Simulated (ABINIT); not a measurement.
Entries from a set of simulations; values are calculated unless marked as measured.

```xyz
6
Lattice="4.738 0.000 0.000 0.000 4.738 0.000 0.000 0.000 3.187" Properties=species:S:1:pos:R:3 pbc="T T T" subject="SnO2 (Cassiterite): G0W0 with ABINIT, start to end" method="RPA screening on PBE, plane waves, norm-conserving pseudopotentials (and 2 further levels or steps)" program="ABINIT 10.8.3" settings="cutoff 42 Ha, PseudoDojo scalar-relativistic 0.4 stringent, norm-conserving, potential set dojo-sr-pbe-0.4-stringent, ngkpt (4, 4, 4), nband 81, ecuteps 3.9 Ha, inclvkb 2, shiftk (0, 0, 0), symchi 1, awtr 1, frequency ppm, 4×4×4 k-mesh" cost="4 runs, 5.2 min in all on 4 MPI ranks of Arm Neoverse V1, shared host" notes="The program’s warnings: nkpt*nsppol () is not a multiple of nproc spkpt (). The cell and positions come from the Crystallography Open Database and are kept as given unless a step says otherwise. Limits: no spin-orbit coupling. The 4×4×4 mesh is coarse for this cell, which bears on the long-range parts of exchange and screening." pbe_gap="1.28 eV, direct" g0w0_gap_on_the_mesh="2.79 eV" gw_settings="4×4×4 mesh, 81 bands, screening to 106.1 eV, Godby-Needs plasmon pole" known_limits="short of the basis limit; no spin-orbit coupling; coarse k mesh"
Sn    0.000    0.000    0.000
Sn    2.369    2.369    1.593
O     1.455    1.455    0.000
O     0.914    3.824    1.593
O     3.283    3.283    0.000
O     3.824    0.914    1.593
```

[Long decimals in the printed logs are rounded to 6 places.]

[Logs are printed without paths, hosts, clocks, repeated set-up lines and the standing remarks that a program may print on its own settings, such as how far it seeks lower states.]

[Paths, hosts, dates, memory and timing lines, banners, echoed tables and standing remarks are left out of the program output; an Ansatz launch command may be rebuilt from the run's recorded settings. Measured values are a selection of at most five: reports struck by readers or far from the other reports are left out. None is set beside runs whose start may be inverted or whose files or cutoffs have a known fault.]

[Runs of the session that timed out or met a known fault of the program may be left out.]

[Hosts, paths, dates, database ids (printed as entryN), source tags and the programs' standing remarks are cut or masked in the printed files.]

[G0W0 gaps are taken among the corrected bands and points alone; a level outside them can change the order at an edge.]

[Where Ansatz stands beside ABINIT at settings called matched, ABINIT's density can come from a denser mesh and the files from another edition; pairs whose starting gaps differed by over 0.03 eV were left out, so agreement reads better than it is.]
